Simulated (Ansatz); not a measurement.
# W chain started as a dimerised line: one chain at several levels of theory, part 2 of 4

How many channels does the W chain started as a dimerised line carry, and how sure is the answer?

Ansatz 0.2.0; DFT PBE, plane waves, PAW; relaxation of a chain's period (the session's first sound run).

So far. Step 2 (The relaxed wire, level PBE, cutoff 420 eV): The cell's length comes to 4.831 Å with no moment. That is -22 % against the start, more than a small adjustment.

## (3) The perfect wire, level PBE, cutoff 420 eV

This step: DFT PBE, plane waves, PAW; channels and complex bands of a perfect chain (Ansatz 0.2.0).

At the relaxed period the Bloch states of the perfect chain are found at each energy: those that move forward count the open channels, and those that decay describe how a disturbance dies away inside the wire itself. An energy step of 0.035 eV is under the 0.039 eV that the program asks for its thermal average at 300 K.

Input file input.yaml:

```yaml
crystal:
  lattice:
    - [7.5, 0.0, 0.0]
    - [0.0, 7.5, 0.0]
    - [0.0, 0.0, 4.8310629836]
  atoms:
    - { symbol: W, position: [0.5, 0.5, 0.018049049] }
    - { symbol: W, position: [0.5, 0.5, 0.431950951] }
kpoints:
  mp_grid: { grid: [1, 1, 17] }
  band_path: { path: ["Γ", Z], npoints: 60 }
scf:
  occupations: { method: fermi_dirac, width: 0.05 }
hamiltonian:
  xc: pbe
output:
  transmission:
    e_range: [-2, 2]
    de: 0.035
    kmesh: [1, 1]
    reduced_basis: true
    leads: [[0, 0]]
  dos: { projected: true, e_range: [-6, 4] }
  write_potential: true
  write_density: true
  volumetric_format: npy
  elf: true
```

The run is started by

```bash
$ ansatz run input.yaml --threads 4 --pin off --max-ram 8192MiB --backend cpu --events-out ev --progress --plain --runs-dir out
```

Numbers of over 12 decimals in the logs are rounded to 6 here.

Log:

```text
[...]
Crystal: 2 atoms, lattice volume = 271.747 Å³
Basis set: ecut = 420 eV, 5281 PW (Γ)
Bands: 18, of which v1, the nominal top of the filled ones, is band 14 counted from 1 (13 counted from 0)
Symmetry: 16 space group operations
[...]
k-points: 9 of 17
[...]
SCF iter   1: F=—  HF=-20759.052424 eV  |F-HF|=—  |Δ(HF+E_count)|=         —  Δρ=1.68e-2  dr2=6.58e-1  ethr=1.77e-3  ⟨swp⟩=6.7  Hψ=781  notcnv=0
[...]
SCF iter   8: F=-20758.908238 eV  HF=-20758.908238 eV  |F-HF|=8.57e-9  |Δ(HF+E_count)|=   7.68e-8  Δρ=2.53e-6  dr2=3.13e-8  ethr=3.57e-10  ⟨swp⟩=4.9  Hψ=536  notcnv=0
SCF 1 converged in 8 iterations: F = -20758.908238 eV  dr2 = 3.13e-8
[...]
NSCF: frozen V_eff on 61 k-points
transmission: 6 of 36 steps passed
transmission: 12 of 36 steps passed
[...]
transmission: 36 of 36 steps passed
WARN: The output density's exchange-correlation potential varies sharply where the density is thin. Do not read a vacuum level from v_tot or v_xc, or from such a field of the output density. On a cell that repeats whose density bears no net charge and no dipole along the vacuum's axis use v_es (v_loc + v_h of the components); under efield.dipole_correction with no amplitude use v_es + v_field, which holds any externa [...]
Second SCF, for the conductance: iteration 1, dr2 4.636e-7 eV
Second SCF, for the conductance: iteration 2, dr2 9.715e-8 eV
Second SCF, for the conductance: iteration 3, dr2 3.006e-9 eV
transmission: 6 of 36 steps passed
transmission: 12 of 36 steps passed
[...]
transmission: 36 of 36 steps passed
SCF converged after 8 iterations
Free energy (F): -20758.908238 eV
[...]
Internal energy: -20758.907687 eV  (E = F + TS)
E sigma→0 (E₀):  -20758.907962 eV
Entropy (-TS):   -0.000551 eV (-0.275 meV/atom)
Fermi energy:    -0.964809 eV
[...]
--- Band table (eV; the first three rows and the last of 9) ---
  k-point 0: bands = [... 10 lower, -4.2591, -3.3637, -1.7196, -1.6877, 0.9087, 0.9136, 0.9347, 0.9347]
  k-point 1: bands = [... 10 lower, -4.2325, -3.3484, -1.7092, -1.6776, 0.8883, 0.8939, 0.9194, 0.9194]
  k-point 2: bands = [... 10 lower, -4.1540, -3.3032, -1.6786, -1.6479, 0.8293, 0.8371, 0.8432, 0.8687]
  k-point 8: bands = [... 10 lower, -2.7630, -2.2033, -1.3267, -1.3084, -0.6709, -0.2061, -0.2061, 0.2408]
--- Transmission ---
  basis      : 497 plane waves across, 6 finite elements along
  points     : 1, standing for a mesh of 1 x 1
  filling    : by a second SCF (3 iterations) under fermi_dirac of width 0.025852 eV on a mesh of 1 x 1 x 24, whose Fermi level is -0.982310 eV
  energies   : 115 from -2.000000 to 1.990000 eV about the Fermi level, 0.035000 eV apart; the leads are filled to 0.000000 eV, and channels, transmission and decay are at -0.005000 eV
  crystal 0  : W2, at the sites [0, 0], period 4.8311 Å: whole cells are its period
    offset         : up to 0.0000 Å between an atom of the period and one for which it stands
    filled         : 0.3 meV under the level at which it is neutral
    channels       : 0.000000e0 a spin
    conductance    : 2.4720e9 S/m² at 300 K; may be off by some 0.4 % by where its bands' edges are placed, 0.4 % from the distance to neutral
    slowest decay  : 0.1100 /Å at (0.0000, 0.0000)
```

Wall time 41 s (4 threads of Arm Neoverse V2, shared host); peak memory 0.71 GiB; 2.4 min of CPU time.

The column dr2 measures how far the density is from self-consistency, as an energy; F and HF (Harris–Foulkes) agree once it is small.

Numbers from this step:

* energy at zero smearing: -20758.9080 eV
* channels at the energy nearest the Fermi level, one spin: 0
* conductance of the lead as this run defines it: 1.79e-5 G₀
* slowest decay in the lead at the energy nearest the Fermi level: 0.11 Å⁻¹
* band gap: 0.6150 eV

Table of open channels of the lead, one spin by energy, zero at the Fermi level:

```
energy (eV)  open channels of the lead, one spin
      -2.00                                    2
      -1.90                                    2
      -1.79                                    2
      -1.69                                    1
      -1.58                                    1
      -1.48                                    1
      -1.37                                    1
      -1.23                                    1
      -1.12                                    0
      -1.02                                    0
      -0.92                                    0
      -0.81                                    0
      -0.70                                    2
      -0.60                                    2
      -0.49                                    2
      -0.39                                    2
      -0.28                                    0
      -0.18                                    0
      -0.07                                    0
      -0.01                                    0
       0.07                                    0
       0.17                                    0
       0.28                                    0
       0.38                                    1
       0.48                                    1
       0.59                                    1
       0.69                                    1
       0.80                                    3
       0.91                                    3
       1.01                                    3
       1.11                                    3
       1.22                                    4
       1.36                                    5
       1.47                                    5
       1.57                                    5
       1.68                                    5
       1.78                                    5
       1.89                                    5
       1.99                                    1
```

The slowest values at each energy, most degenerate partners merged, listed up to 1.5 1/Å. The Im kz of the slowest decaying states by energy, zero at the Fermi level:

```
energy (eV)  decay 1 (Å⁻¹)  decay 2 (Å⁻¹)  decay 3 (Å⁻¹)  decay 4 (Å⁻¹)
     -2.000          0.133          0.735          0.750           1.20
     -1.790          0.180          0.680          0.695           1.17
     -1.615          0.149          0.204          0.628          0.644
     -1.405          0.208          0.223          0.557          0.575
     -1.195          0.235          0.236          0.471          0.491
     -0.985         0.0575          0.241          0.247          0.356
     -0.810         0.0788          0.199          0.240          0.242
     -0.600         0.0950          0.240          0.241           1.02
     -0.390          0.105          0.226          0.233          0.990
     -0.215          0.110          0.173          0.181          0.206
     -0.005          0.110          0.173          0.208          0.258
      0.205         0.0784          0.140          0.186          0.287
      0.415          0.130          0.153          0.293          0.299
      0.590          0.112          0.127          0.282          0.291
      0.800          0.122          0.252          0.263          0.795
      1.010          0.116          0.193          0.208          0.752
      1.185         0.0802          0.109          0.113          0.714
      1.395         0.0972          0.663          0.814           1.04
      1.605         0.0813          0.603          0.778           1.01
      1.815         0.0573          0.527          0.741          0.985
```

The electronic bands at the labelled points (eV, zero at the Fermi level):

```csv
point,band 11,band 12,band 13,band 14,band 15,band 16,band 17,band 18
Γ,-3.29,-2.40,-0.75,-0.72,1.87,1.88,1.90,1.90
halfway,-2.85,-2.14,-0.58,-0.56,1.15,1.53,1.53,1.56
Z,-1.79,-1.17,-0.36,-0.34,0.28,0.74,0.74,1.20
```

Valence density in the ca plane at fractional y = 0.500, with atoms of W within 0.2 Å of it. It is the smooth field of the valence electrons, not physical close to the nuclei.

Values in e/Å³, 21 rows by 14 columns, each cell a mean:
```
0.0 0.0 0.0 0.0 0.0 0.0 0.0 0.0 0.0 0.0 0.0 0.0 0.0 0.0
0.0 0.0 0.0 0.0 0.0 0.0 0.0 0.0 0.0 0.0 0.0 0.0 0.0 0.0
0.0 0.0 0.0 0.0 0.0 0.0 0.0 0.0 0.0 0.0 0.0 0.0 0.0 0.0
0.0 0.0 0.0 0.0 0.0 0.0 0.0 0.0 0.0 0.0 0.0 0.0 0.0 0.0
0.0 0.0 0.0 0.0 0.0 0.0 0.0 0.0 0.0 0.0 0.0 0.0 0.0 0.0
0.1 0.1 0.1 0.1 0.1 0.1 0.1 0.0 0.0 0.0 0.0 0.0 0.0 0.1
0.2 0.2 0.2 0.2 0.2 0.2 0.2 0.1 0.1 0.1 0.1 0.1 0.1 0.1
0.9 0.7 0.5 0.4 0.5 0.8 0.9 0.6 0.3 0.2 0.1 0.2 0.3 0.6
3.5 2.7 1.4 0.9 1.5 2.9 3.4 2.4 0.9 0.3 0.3 0.4 1.0 2.6
4.9 4.7 2.8 1.5 3.0 4.9 5.0 4.5 2.0 0.5 0.4 0.6 2.3 4.8
4.3 4.9 3.2 1.7 3.5 4.9 4.5 4.8 2.3 0.6 0.4 0.7 2.6 5.0
4.7 3.8 2.0 1.1 2.2 4.1 4.6 3.6 1.4 0.4 0.3 0.5 1.6 3.8
1.8 1.4 0.8 0.6 0.8 1.5 1.7 1.2 0.5 0.2 0.2 0.2 0.5 1.3
0.3 0.3 0.3 0.3 0.3 0.3 0.3 0.2 0.2 0.1 0.1 0.1 0.2 0.3
0.1 0.1 0.1 0.1 0.1 0.1 0.1 0.1 0.1 0.0 0.0 0.0 0.1 0.1
0.0 0.0 0.0 0.0 0.0 0.0 0.0 0.0 0.0 0.0 0.0 0.0 0.0 0.0
0.0 0.0 0.0 0.0 0.0 0.0 0.0 0.0 0.0 0.0 0.0 0.0 0.0 0.0
0.0 0.0 0.0 0.0 0.0 0.0 0.0 0.0 0.0 0.0 0.0 0.0 0.0 0.0
0.0 0.0 0.0 0.0 0.0 0.0 0.0 0.0 0.0 0.0 0.0 0.0 0.0 0.0
0.0 0.0 0.0 0.0 0.0 0.0 0.0 0.0 0.0 0.0 0.0 0.0 0.0 0.0
0.0 0.0 0.0 0.0 0.0 0.0 0.0 0.0 0.0 0.0 0.0 0.0 0.0 0.0
```
Columns run along c (4.8 Å), rows up along a (7.5 Å). Atoms in or near the plane, at fractional coordinates: W at (0.02, 0.50), W at (0.43, 0.50).

Electrostatic potential energy in the ca plane at fractional y = 0.500, with atoms of W within 0.2 Å of it. With pseudopotentials it is smooth inside the atoms' cores, unlike the true potential.

Ten even steps from '_' (-66 eV) to '@' (3 eV), each cell a mean:
```
@@@@@@@@@@@@@@@@@@@@@@@@@@@@
@@@@@@@@@@@@@@@@@@@@@@@@@@@@
@@@@@@@@@@@@@@@@@@@@@@@@@@@@
@@@@@@@@@@@@@@@@@@@@@@@@@@@@
@@@@@@@@@@@@@@@@@@@@@@@@@@@@
@@@@@@@@@@@@@@@@@@@@@@@@@@@@
%%@@@@@@@@@@%%@@@@@@@@@@@@@@
**##%%%%%%##**##%%@@@@@@%%##
::--**##++--::--**%%@@%%**--
____--++::____..==%%%%##==__
____::++::______==##%%##--__
__..==**==..__::++%%%%%%++::
==++##%%##++==**##@@@@%%##++
%%%%@@@@@@%%%%%%@@@@@@@@@@%%
@@@@@@@@@@@@@@@@@@@@@@@@@@@@
@@@@@@@@@@@@@@@@@@@@@@@@@@@@
@@@@@@@@@@@@@@@@@@@@@@@@@@@@
@@@@@@@@@@@@@@@@@@@@@@@@@@@@
@@@@@@@@@@@@@@@@@@@@@@@@@@@@
@@@@@@@@@@@@@@@@@@@@@@@@@@@@
@@@@@@@@@@@@@@@@@@@@@@@@@@@@
```
Columns run along c (4.8 Å; values clipped at the 3rd and 97th percentile), rows up along a (7.5 Å). Atoms in or near the plane, at fractional coordinates: W at (0.02, 0.50), W at (0.43, 0.50).

ELF in the ca plane at fractional y = 0.500, with atoms of W within 0.2 Å of it. It is the smooth field of the valence electrons, not physical close to the nuclei.

Ten even steps from '_' (0.01) to '@' (0.69), each cell a mean:
```
..............______________
..............______________
..::::--::::..____________..
::--==++==--::....______....
--==******==::::..........::
--++##%%##==--::::::--::::::
--==**%%**==::::::--==--::::
++++++**++++++==--==**==--==
@@%%**++**%%@@%%++==**==++@@
==####==%%##++%%##==**++%%%%
..**%%==%%++..##%%++**++%%##
%%@@##++##@@%%@@**==**==##@@
##**++**++**##**--==**====**
--==**##++==--::::==++--::::
--==##%%**==--::::--==--::::
--==**##**==--::::::::::::::
::==++++++--::..............
..::------::....__________..
....::::::....______________
..............______________
..............______________
```
Columns run along c (4.8 Å), rows up along a (7.5 Å). Atoms in or near the plane, at fractional coordinates: W at (0.02, 0.50), W at (0.43, 0.50).

By hand: a barrier of this wire, of length L, would pass T ∝ exp(−2κL) at this energy; with κ = 0.11 Å⁻¹ one decade takes ln 10 / (2κ) = 10.5 Å.

At the computed energy nearest the Fermi level there are 0 channels a spin, and the thermal average gives 1.8e-5 G₀; the gap is 0.62 eV.

## (4) Relaxing the period

This step: DFT RPBE, plane waves, PAW; relaxation of a chain's period (Ansatz 0.2.0).

The relaxation is repeated under another functional. RPBE strengthens the exchange enhancement and tends to longer, weaker bonds than PBE.

Input file input.yaml:

```yaml
crystal:
  lattice:
    - [7.5, 0.0, 0.0]
    - [0.0, 7.5, 0.0]
    - [0.0, 0.0, 6.156]
  atoms:
    - { symbol: W, position: [0.5, 0.5, 0.0], spin: 2.0 }
    - { symbol: W, position: [0.5, 0.5, 0.45], spin: 2.0 }
magnetization:
  spin_polarized: true
kpoints:
  mp_grid: { grid: [1, 1, 13] }
scf:
  occupations: { method: fermi_dirac, width: 0.05 }
hamiltonian:
  xc: rpbe
relax:
  cell: { fix: [a, b, alpha, beta, gamma] }
  max_steps: 60
```

Log:

```text
[...]
Crystal: 2 atoms, lattice volume = 346.275 Å³
Basis set: ecut = 420 eV, 6733 PW (Γ), exchange–correlation on 108×108×90 points (8 copies of the dense FFT grid, shifted against one another)
Bands: 20, of which v1, the nominal top of the filled ones, is band 14 counted from 1 (13 counted from 0)
Symmetry: 16 space group operations
[...]
0.000000      -0.235913       0.000000
        0.000000       0.000000      -0.005194
  P = ⅓ Tr σ = -0.1590 GPa (-1.590 kbar)
--- Relaxed structure (12 steps of the walk, 9 accepted, 1 SCFs on fresh bases) ---
[...]
cell:  # Å, volume = 274.2198 Å³
    - [7.5, 0.0, 0.0]
    - [0.0, 7.5, 0.0]
    - [0.0, 0.0, 4.875019]
  atoms:
    - { symbol: W, position: [0.5, 0.5, -0.069461] }
    - { symbol: W, position: [0.5, 0.5, 0.519461] }
[key lines of the parts left out:]
SCF converged after 8 iterations
Magnetization: -0.0000 μB (14.0000 up, 14.0000 down)
Free energy (F): -20784.931674 eV
Fermi energy:    -0.929765 eV
```

Run time: 29 s. Hardware: 4 threads; peak memory 0.63 GiB; 1.8 min of CPU time.

The steps of the relaxation:

```
step  energy less that of the first step (eV)  largest force component (eV/Å)  pressure (GPa)  volume (Å³)
   1                                   0.0000                          1.3032           -0.60       346.27
   2                                  -0.4121                          0.1974           -1.05       329.75
   3                                  -0.7879                          0.0746           -1.43       312.77
   4                                  -1.3632                          1.5627           -2.02       295.82
   5                                  -2.4527                          3.3019           -1.33       278.93
   6                                  -0.3281                         24.2547            8.89       262.00
   7                                  -2.5939                          2.4749           -1.12       278.80
   8                                  -2.5691                          4.3229            1.61       270.40
   9                                  -2.7248                          0.2743           -0.32       275.34
  10                                  -2.7246                          0.2536            0.03       272.82
  11                                  -2.7265                          0.0194           -0.15       274.20
  12                                  -2.7265                          0.0015           -0.16       274.22
 13*                                  -2.7253                          0.0004           -0.16       274.22
```

Relaxation steps marked * repeat the geometry before them on a plane-wave basis chosen anew for their cell, so energy and pressure can jump there. Relaxation steps 6, 8, 10 were tried and not accepted.

The run keeps the 16 symmetry operations that it works with, so distortions that break them were not tested.

| cell as run | before | after | change |
| --- | --- | --- | --- |
| c (Å) | 6.156 | 4.875 | -20.8 % |

The atoms that moved most (Å, along periodic axes as changes of fractional coordinates times the final cell, across vacuum about the mean position):

| atom | dx | dy | dz | length |
| --- | --- | --- | --- | --- |
| W1 | 0.000 | 0.000 | -0.339 | 0.339 |
| W2 | 0.000 | 0.000 | 0.339 | 0.339 |

Final coordinates:

```
W
1.0
     7.50000    0.00000    0.00000
     0.00000    7.50000    0.00000
     0.00000    0.00000    4.87502
W
2
Direct
  0.50000 0.50000 0.93054
  0.50000 0.50000 0.51946
```

The cell's length comes to 4.875 Å, +0.9 % against the first run, with no moment. That is -21 % against the start, more than a small adjustment.

The cell shrank by 20.8 % in its periodic edges. First to last step the energy falls by 2.725 eV, across changes of basis; the largest move, 0.34 Å, is that of W1 and 1 other atom alike.

## (5) The perfect wire, level RPBE, cutoff 420 eV

This step: DFT RPBE, plane waves, PAW; channels and complex bands of a perfect chain (Ansatz 0.2.0).

The channels are counted again under RPBE, at the period that it gave.

Input file input.yaml:

```yaml
crystal:
  lattice:
    - [7.5, 0.0, 0.0]
    - [0.0, 7.5, 0.0]
    - [0.0, 0.0, 4.8750194011]
  atoms:
    - { symbol: W, position: [0.5, 0.5, 0.930538588] }
    - { symbol: W, position: [0.5, 0.5, 0.519461412] }
kpoints:
  mp_grid: { grid: [1, 1, 17] }
  band_path: { path: ["Γ", Z], npoints: 60 }
scf:
  occupations: { method: fermi_dirac, width: 0.05 }
hamiltonian:
  xc: rpbe
output:
  transmission:
    e_range: [-2, 2]
    de: 0.035
    kmesh: [1, 1]
    reduced_basis: true
    leads: [[0, 0]]
  dos: { projected: true, e_range: [-6, 4] }
```

Log:

```text
[...]
Crystal: 2 atoms, lattice volume = 274.220 Å³
Basis set: ecut = 420 eV, 5353 PW (Γ)
Bands: 18, of which v1, the nominal top of the filled ones, is band 14 counted from 1 (13 counted from 0)
Symmetry: 16 space group operations
[...]
k-points: 9 of 17
[...]
k-point 8: bands = [... 10 lower, -2.6708, -2.1211, -1.2463, -1.2277, -0.6972, -0.0599, -0.0599, 0.3427]
--- Transmission ---
  basis      : 497 plane waves across, 6 finite elements along
  points     : 1, standing for a mesh of 1 x 1
[...]
crystal 0  : W2, at the sites [0, 0], period 4.8750 Å: whole cells are its period
[...]
filled         : 0.3 meV over the level at which it is neutral
    channels       : 0.000000e0 a spin
[...]
slowest decay  : 0.0779 /Å at (0.0000, 0.0000)
[key lines of the parts left out:]
SCF converged after 8 iterations
Free energy (F): -20784.931704 eV
Fermi energy:    -0.935122 eV
```

Elapsed: 32 s, on 4 threads; peak memory 0.54 GiB; 1.8 min of CPU time.

Table of open channels of the lead, one spin by energy, zero at the Fermi level:

energy (eV), open channels of the lead, one spin and a bar:
```
    -2.00       2.00 ############
    -1.90       2.00 ############
    -1.79       2.00 ############
    -1.69       1.00 ######
    -1.58       1.00 ######
    -1.48       1.00 ######
    -1.37       1.00 ######
    -1.23       1.00 ######
    -1.12       1.00 ######
    -1.02       0.00 
    -0.92       0.00 
    -0.81       0.00 
    -0.70       0.00 
    -0.60       2.00 ############
    -0.49       2.00 ############
    -0.39       2.00 ############
    -0.28       2.00 ############
    -0.18       0.00 
    -0.07       0.00 
    -0.01       0.00 
     0.07       0.00 
     0.17       0.00 
     0.28       1.00 ######
     0.38       1.00 ######
     0.48       1.00 ######
     0.59       1.00 ######
     0.69       1.00 ######
     0.80       1.00 ######
     0.91       3.00 ##################
     1.01       3.00 ##################
     1.11       3.00 ##################
     1.22       3.00 ##################
     1.36       5.00 ##############################
     1.47       5.00 ##############################
     1.57       5.00 ##############################
     1.68       5.00 ##############################
     1.78       5.00 ##############################
     1.89       5.00 ##############################
     1.99       3.00 ##################
```

At the computed energy nearest the Fermi level there are 0 channels a spin, and the thermal average gives 2.1e-4 G₀; the gap is 0.49 eV.

For the conductance of the lead as this run defines it, step 3 gave 1.8e-5 G₀; this run, with RPBE and another cell, gives 2.1e-4 G₀.

[end of part 2 of 4]

[Logs are printed without paths, hosts, clocks, repeated set-up lines and the standing remarks that a program may print on its own settings, such as how far it seeks lower states.]

[Hosts, paths, dates, database ids (printed as entryN), source tags and the programs' standing remarks are cut or masked in the printed files.]
